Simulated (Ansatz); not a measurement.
**CoSi: optical spectrum from first principles**

What colour and refractive index does CoSi have at this level of theory? The cell comes from an older database entry, whose edges can differ from later determinations, mostly by under a per cent.

Main program and level: Ansatz 0.2.0; DFT, PBE, plane-wave PAW, default files, scalar-relativistic, independent-particle optical response without local fields.

The database entry behind the starting cell differs from other determinations of this structure, so it need not match the best structure at room temperature.

## Step 1: Set-up

Symmetry: P2_13, No. 198, cubic system. Conventional cell: a = 4.438 Å, b = 4.438 Å, c = 4.438 Å, α = 90.00°, β = 90.00°, γ = 90.00°. Nearest to Co lie 7 Si at 2.28 to 2.47 Å. Nearest to Si lie 7 Co at 2.28 to 2.47 Å. Farther neighbours, and contacts between anions beyond the nearest, are not listed.

## Step 2: Ground state and bands

The self-consistent density comes first; it also tells whether there is a gap, which decides the occupations and the need for a Drude term.

This step: DFT, PBE, plane-wave PAW, default files, scalar-relativistic, ground state (Ansatz 0.2.0).

Contents of input.yaml:

```yaml
crystal:
  lattice:
    - [4.438, 0.0, 0.0]
    - [0.0, 4.438, 0.0]
    - [0.0, 0.0, 4.438]
  atoms:
    - { symbol: Co, position: [0.86, 0.64, 0.36] }
    - { symbol: Co, position: [0.64, 0.36, 0.86] }
    - { symbol: Co, position: [0.36, 0.86, 0.64] }
    - { symbol: Co, position: [0.14, 0.14, 0.14] }
    - { symbol: Si, position: [0.157, 0.343, 0.657] }
    - { symbol: Si, position: [0.343, 0.657, 0.157] }
    - { symbol: Si, position: [0.657, 0.157, 0.343] }
    - { symbol: Si, position: [0.843, 0.843, 0.843] }
kpoints:
  mp_grid: { grid: [5, 5, 5] }
  band_path:
    path:
      - [[0.0, 0.0, 0.0], [0.0, 0.5, 0.0], [0.5, 0.5, 0.0], [0.0, 0.0, 0.0], [0.5, 0.5, 0.5], [0.0, 0.5, 0.0]]
      - [[0.5, 0.5, 0.0], [0.5, 0.5, 0.5]]
    npoints: 10
scf:
  occupations: { method: fermi_dirac, width: 0.05 }
  n_extra_bands: 12
hamiltonian:
  xc: pbe
  pseudopotentials: { kind: paw }
output:
  forces: true
  stress: true
  populations: true
  write_bands: true
  write_density: true
  write_potential: true
  elf: true
  volumetric_format: npy
```

Command:

```bash
$ ansatz run input.yaml --threads 4 --pin off --max-ram 8192MiB --backend cpu --events-out ev --progress --plain --runs-dir out
```

Output:

```text
scf.n_extra_bands = 12 over 42 filled bands (N_el = 84.0): the run solves 54 bands
Engine: ansatz 0.2.0, x86_64-unknown-linux-gnu
Pseudopotentials: kind: paw
Pseudopotential: Co, paw, valence charge 17, recommended cutoff 420 eV (normal), Co.paw.azcp
Pseudopotential: Si, paw, valence charge 4, recommended cutoff 420 eV (normal), Si.paw.azcp
Functional definition: PBE
  parameter kappa = 0.804
  parameter beta = 0.066725
  exchange = pbe_x(kappa = kappa, mu = beta*pi^2/3)
  correlation = pbe_c(beta = beta)
Crystal: 8 atoms, lattice volume = 87.410 Å³
Basis set: ecut = 420 eV, 1743 PW (Γ), exchange–correlation on 60×60×60 points (8 copies of the dense FFT grid, shifted against one another)
Bands: 54, of which v1, the nominal top of the filled ones, is band 42 counted from 1 (41 counted from 0)
Symmetry: 12 space group operations
Space group: P213 (ITA 198), of the structure as read, at distance tolerance 4.4e-5 Å
k-points: 11 of 125 (time reversal used)
Non-local potential: Co, projectors of the file, l = 0: 3, l = 1: 2, l = 2: 3, l = 3: 1
Non-local potential: Si, projectors of the file, l = 0: 2, l = 1: 2, l = 2: 2
PAW form: soft (Blöchl's): semilocal exchange-correlation on the pseudo side does not see the compensation charge
PAW one-centre angular grid: Co, 590 points (default); XC on 64 Gauss nodes
PAW one-centre angular grid: Si, 110 points (default); XC on 64 Gauss nodes
Initial density: superposition of atomic densities (neutral atoms: chi_scale 0, normalization atom), corrected by the library's trained network
Initial wavefunctions: pseudopotential atomic-orbital guess
Functional: x = pbe(κ = 0.804, μ = 0.219515), c = pbe(β = 0.066725)
SCF iter   1: F=—  HF=-23052.678705 eV  |F-HF|=—  |Δ(HF+E_count)|=         —  Δρ=7.32e-3  dr2=9.50e-3  ethr=1.77e-3  ⟨swp⟩=6.0  Hψ=2336  notcnv=0  defer=4
preconditioner: auto → Kerker (q_TF=auto, 2.710 Å⁻¹)  [metal: Δε(μ)=0.095 eV  Ē_g=7.498 eV  σ=0.050 eV  W_gap=0.44  n_scr=26 (ndim 8)  ℏωp=28.6 eV  f_vac=0.000  D(μ)=1.67/eV (n_scr^D=6)]
SCF iter   2: F=—  HF=-23052.674935 eV  |F-HF|=—  |Δ(HF+E_count)|=   3.77e-3  Δρ=3.03e-3  dr2=2.06e-3  ethr=1.13e-5  ⟨swp⟩=2.3  Hψ=990  notcnv=0  defer=17
SCF iter   3: F=—  HF=-23052.674606 eV  |F-HF|=—  |Δ(HF+E_count)|=   3.30e-4  Δρ=7.13e-4  dr2=1.86e-4  ethr=2.45e-6  ⟨swp⟩=2.7  Hψ=960  notcnv=0  defer=17
SCF iter   4: F=—  HF=-23052.674625 eV  |F-HF|=—  |Δ(HF+E_count)|=   1.90e-5  Δρ=2.45e-4  dr2=2.91e-5  ethr=2.21e-7  ⟨swp⟩=2.2  Hψ=774  notcnv=0  defer=17
SCF iter   5: F=—  HF=-23052.674542 eV  |F-HF|=—  |Δ(HF+E_count)|=   8.22e-5  Δρ=4.49e-5  dr2=1.56e-6  ethr=3.47e-8  ⟨swp⟩=2.2  Hψ=820  notcnv=0  defer=17
SCF iter   6: F=—  HF=-23052.674542 eV  |F-HF|=—  |Δ(HF+E_count)|=   3.57e-7  Δρ=1.38e-5  dr2=1.32e-7  ethr=1.85e-9  ⟨swp⟩=2.1  Hψ=695  notcnv=0  defer=17
SCF iter   7: F=-23052.674542 eV  HF=-23052.674542 eV  |F-HF|=2.58e-9  |Δ(HF+E_count)|=   1.44e-8  Δρ=1.93e-6  dr2=2.91e-9  ethr=1.19e-10  ⟨swp⟩=12.2  Hψ=3645  notcnv=0
SCF 1 converged in 7 iterations: F = -23052.674542 eV  dr2 = 2.91e-9
  greatest PAW one-centre occupation: 1.000 electrons in one spin orbital (limit 2), on the Co atom at site 0 (counted from 0), in its partial waves of l = 1
NSCF: frozen V_eff on 62 k-points
SCF converged after 7 iterations
Free energy (F): -23052.674542 eV
Harris-Foulkes:  -23052.674542 eV  (|F-HF|=2.58e-9)
Internal energy: -23052.657875 eV  (E = F + TS)
E sigma→0 (E₀):  -23052.666209 eV
Entropy (-TS):   -0.016667 eV (-2.083 meV/atom)
Fermi energy:    16.647557 eV
--- Per-component energies (eV) ---
  E_band       = -953.224840
  E_kinetic    = 2009.789115
  E_local      = -14252.640670  (includes V_loc(G=0)·N_el)
  E_nonlocal   = 1921.659853
  E_hartree    = 6185.728993
  E_xc         = -869.365504
  E_vxc        = -1025.145753  (∫ρ·V_xc dr)
  E_paw        = -8118.677245  (= ΣΔE_a)
  E_vpaw       = -1978.351394  (= ΣTr[D̂ρ^β])
  E_aug_tail   = 0.000384  (compensation charges beyond the density's cutoff)
  E_ewald      = -9929.152802
  E_smearing   = -0.016667  (= −TS)
  E_closure    = 0.000000  (closes the sum)
  Σ components = -23052.674542   (vs F -23052.674542, Δ=0.00e0)
--- Forces (eV/Å), atoms counted from 1 ---
  atom   1  Co    -0.15212599     0.15212599    -0.15212599
  atom   2  Co     0.15212599    -0.15212599    -0.15212599
  atom   3  Co    -0.15212599    -0.15212599     0.15212599
  atom   4  Co     0.15212599     0.15212599     0.15212599
  atom   5  Si     0.02118314    -0.02118314     0.02118314
  atom   6  Si    -0.02118314     0.02118314     0.02118314
  atom   7  Si     0.02118314     0.02118314    -0.02118314
  atom   8  Si    -0.02118314    -0.02118314    -0.02118314
  max |Σ_I F_I| component: 7.29e-17 eV/Å
--- Stress (GPa, compression-positive) ---
       -0.267863      -0.000000       0.000000
       -0.000000      -0.267863      -0.000000
        0.000000       0.000000      -0.267863
  P = ⅓ Tr σ = -0.2679 GPa (-2.679 kbar)
--- Band table (eV; the first three rows and the last of 11) ---
  k-point 0: bands = [... 38 lower, 15.8426, 15.8426, 16.6064, 16.6064, 16.6064, 19.0796, 19.0796, 19.0796, ... 8 higher]
  k-point 1: bands = [... 38 lower, 15.8454, 15.9467, 16.3313, 16.4977, 17.1705, 18.3560, 18.4530, 18.7162, ... 8 higher]
  k-point 2: bands = [... 38 lower, 15.8979, 15.9521, 16.1695, 16.2377, 17.5083, 17.8080, 18.0691, 18.1813, ... 8 higher]
  k-point 10: bands = [... 38 lower, 15.4131, 15.4902, 16.2604, 16.3358, 16.6793, 16.8110, 20.1923, 20.9900, ... 8 higher]
--- Löwdin populations: 8 sites ---
  site symbol       q [e]
     0     Co     16.6309
     1     Co     16.6309
     2     Co     16.6309
     3     Co     16.6309
     4     Si      4.0989
     5     Si      4.0989
     6     Si      4.0989
     7     Si      4.0989
  spilling = 0.012867 (of n_electrons = 84.000000)
```

Elapsed: 7.3 s, on 4 threads of Intel Xeon Platinum 8375C at 2.90GHz (Ice Lake), shared host; peak memory 0.72 GiB; 20 s of CPU time.

Reading the cycles: dr2 is the Hartree energy of the density residual (eV), the measure of convergence; HF is the Harris–Foulkes estimate of the energy, which meets the free energy F at convergence.

This run has no spin polarisation, although Co can carry a moment.

Read-outs:

| Property | Result |
| --- | --- |
| free energy | -23052.6745 eV |
| Fermi energy | 16.65 eV |
| electrons | 84 |
| symmetry operations | 12 |
| pressure | -0.2679 GPa |
| volume | 87.41 Å³ |
| gap on the path | 0 eV |

There are states at the Fermi level within the smearing, so the occupations stay smeared and the carriers get a Drude term. The cell is left with a pressure of -0.3 GPa and forces up to 0.26 eV/Å, as it stands unrelaxed at this level.

Electronic bands along the path, in eV, zero at the Fermi level; # counts the bands kept:

| point | #23 | #24 | #25 | #26 | #27 | #28 | #29 | #30 |
| --- | --- | --- | --- | --- | --- | --- | --- | --- |
| Γ | -0.81 | -0.81 | -0.04 | -0.04 | -0.04 | 2.43 | 2.43 | 2.43 |
| halfway | -0.80 | -0.69 | -0.36 | -0.21 | 0.70 | 1.60 | 1.62 | 1.88 |
| X | -0.70 | -0.70 | -0.50 | -0.50 | 0.96 | 0.96 | 1.43 | 1.43 |
| halfway | -0.87 | -0.87 | -0.34 | -0.34 | 0.84 | 0.84 | 2.26 | 2.26 |
| M | -1.04 | -1.04 | -0.06 | -0.06 | 0.53 | 0.53 | 1.96 | 1.96 |
| halfway | -0.89 | -0.72 | -0.53 | -0.18 | 0.74 | 1.58 | 1.90 | 2.02 |
| Γ | -0.81 | -0.81 | -0.04 | -0.04 | -0.04 | 2.43 | 2.43 | 2.43 |
| halfway | -1.10 | -0.85 | -0.53 | -0.17 | 0.46 | 1.47 | 1.67 | 2.80 |
| R | -1.26 | -1.26 | -0.24 | -0.24 | -0.24 | -0.24 | 5.28 | 5.28 |
| halfway | -1.01 | -1.01 | -0.38 | -0.38 | 0.67 | 0.67 | 2.38 | 2.38 |
| X | -0.70 | -0.70 | -0.50 | -0.50 | 0.96 | 0.96 | 1.43 | 1.43 |
| jump to M | -1.04 | -1.04 | -0.06 | -0.06 | 0.53 | 0.53 | 1.96 | 1.96 |
| halfway | -1.12 | -1.12 | -0.28 | -0.28 | 0.22 | 0.22 | 3.08 | 3.08 |
| R | -1.26 | -1.26 | -0.24 | -0.24 | -0.24 | -0.24 | 5.28 | 5.28 |

ELF in the ac plane at fractional y = 0.140, with atoms of Co and Si within 0.2 Å of it. It is the smooth field of the valence electrons, not physical close to the nuclei.

Ten even steps from '0' (0.16) to '9' (0.97), each cell a mean:
```
00000100001232
22222210001233
44443210001233
45554211011222
34554222222211
24564224554211
24554345543321
23333355211332
10001453120353
01100354111452
15730155313541
49971045555520
37951023444310
03410011122220
```
Atoms in or near the plane, at fractional coordinates: Co at (0.14, 0.14), Si at (0.66, 0.34).

Valence density in the ac plane at fractional y = 0.140, with atoms of Co and Si within 0.2 Å of it. It is the smooth field of the valence electrons, not physical close to the nuclei.

Ten steps, logarithmic in the rise over the least value, from '_' (0 e/Å³) to '@' (42 e/Å³), each cell a mean:
```
....::..________........__..
........________........____
__......________........____
__........________..________
__..........________________
____........__......________
____......__..........______
____________....____________
........____....______....__
::----::........______......
==**##++::......____........
++@@@@##--..__............::
++%%@@**--..______....__....
--++++==::________....____..
```
Atoms in or near the plane, at fractional coordinates: Co at (0.14, 0.14), Si at (0.66, 0.34).

## Step 3: Spectrum

With the density converged, the vertical transitions are summed over the zone.

This step: DFT, PBE, plane-wave PAW, default files, scalar-relativistic, independent-particle optical response without local fields (Ansatz 0.2.0).

input.yaml, the sections that differ from step 2:

```yaml
kpoints:
  mp_grid: { grid: [5, 5, 5] }
scf:
  occupations: { method: fermi_dirac, width: 0.05 }
output:
  optics:
    e_range: [0, 14]
    de: 0.05
    sigma: 0.1
    drude_damping: 0.1
    nscf_kmesh: { grid: [6, 6, 6] }
    bands: { spectra_wanted_up_to: 14 }
# crystal, hamiltonian: as in step 2
```

Output:

```text
[...]
Crystal: 8 atoms, lattice volume = 87.410 Å³
Basis set: ecut = 420 eV, 1743 PW (Γ)
Bands: 51, of which v1, the nominal top of the filled ones, is band 42 counted from 1 (41 counted from 0)
Symmetry: 12 space group operations
[...]
k-points: 11 of 125 (time reversal used)
[...]
SCF iter   1: F=—  HF=-23052.678929 eV  |F-HF|=—  |Δ(HF+E_count)|=         —  Δρ=7.37e-3  dr2=9.73e-3  ethr=1.77e-3  ⟨swp⟩=6.5  Hψ=2168  notcnv=0  defer=1
[...]
SCF iter  10: F=-23052.674571 eV  HF=-23052.674571 eV  |F-HF|=1.46e-11  |Δ(HF+E_count)|=  3.64e-12  Δρ=4.21e-8  dr2=9.93e-13  ethr=1.00e-12  ⟨swp⟩=7.9  Hψ=1624  notcnv=0
SCF 1 converged in 10 iterations: F = -23052.674571 eV  dr2 = 9.93e-13
[...]
NSCF: frozen V_eff on 24 k-points
output.optics: what the bands over the 83 summed would add to eps1, eps2 and the energy-loss function is held between a lower and an upper bound (8 Lanczos steps). eps1, eps2 and their loss function (loss_summed_bands) are given on every row as the summed bands alone make them. Along an axis, on a row where the two bounds hold the loss function to about 1 % of the greater of itself and 0.5 % of |1/eps|, its cell (loss_completed) is given, with the completed eps1 and eps2 that it is formed of (a cell that is left empty reads nan in the table and null in the record). The two bounds hold it so along every axis on all 280 rows up to 14.000 eV. [rest of the remark cut]
SCF converged after 10 iterations
Free energy (F): -23052.674571 eV
[...]
Internal energy: -23052.657904 eV  (E = F + TS)
E sigma→0 (E₀):  -23052.666237 eV
Entropy (-TS):   -0.016667 eV (-2.083 meV/atom)
Fermi energy:    16.647533 eV
[...]
--- Band table (eV; the first three rows and the last of 11) ---
  k-point 0: bands = [... 38 lower, 15.8426, 15.8426, 16.6064, 16.6064, 16.6064, 19.0796, 19.0796, 19.0796, ... 5 higher]
  k-point 1: bands = [... 38 lower, 15.8454, 15.9467, 16.3313, 16.4977, 17.1704, 18.3560, 18.4530, 18.7162, ... 5 higher]
  k-point 2: bands = [... 38 lower, 15.8979, 15.9521, 16.1695, 16.2377, 17.5083, 17.8080, 18.0690, 18.1813, ... 5 higher]
  k-point 10: bands = [... 38 lower, 15.4130, 15.4902, 16.2603, 16.3357, 16.6793, 16.8109, 20.1923, 20.9899, ... 5 higher]
```

Run time: 1.7 min. Hardware: 4 threads; peak memory 1.7 GiB; 6.2 min of CPU time.

Read from the output:

| Quantity | Value |
| --- | --- |
| main peak of the optical conductivity above 1 eV, first axis | 6.150 eV |
| Drude plasma energy, first axis | 1.113 eV |
| bands summed | 83 |
| spectra valid up to | 22.50 eV |
| program's estimate of the k-sum error in Im epsilon | 0.04 % |
| electrons in the f-sum | 35.77 |

The Im ε, any direction has structure finer than the step of the table below, so its rows give means over 0.5 eV. Peaks (eV: height): 0.65: 59.5, 2.15: 20.8, 6.15: 20.7.

Table of Im ε, any direction by photon energy; means over each step:

photon energy (eV), Im ε, any direction and a bar:
```
      1.0       23.4 ##############################
      1.5       15.3 ###################
      2.0       18.4 #######################
      2.5       13.9 #################
      3.0       10.3 ############
      3.5       11.8 ##############
      4.0       12.1 ###############
      4.5       13.3 ################
      5.0       15.1 ###################
      5.5       15.8 ####################
      6.0       17.7 ######################
      6.5       16.2 ####################
      7.0       13.2 ################
      7.5       10.0 ############
      8.0        7.3 ########
      8.5        6.2 ######
      9.0        4.9 #####
      9.5        4.3 ####
     10.0        3.4 ##
     10.5        3.2 ##
     11.0        2.8 ##
     11.5        2.5 #
     12.0        2.3 #
     12.5        2.2 #
     13.0        1.9 
     13.5        1.6
```

(Part 1 of 2 ends here.)

[Long decimals in the printed logs are rounded to 6 places.]

[Logs are printed without paths, hosts, clocks, repeated set-up lines and the standing remarks that a program may print on its own settings, such as how far it seeks lower states.]

[Hosts, paths, dates, database ids (printed as entryN), source tags and the programs' standing remarks are cut or masked in the printed files.]

[Where the starting crystal was built by hand or by swapping elements, it need not be the compound's stable phase.]

[The count of steps not shown may lack steps that the program refused or didn't finish.]
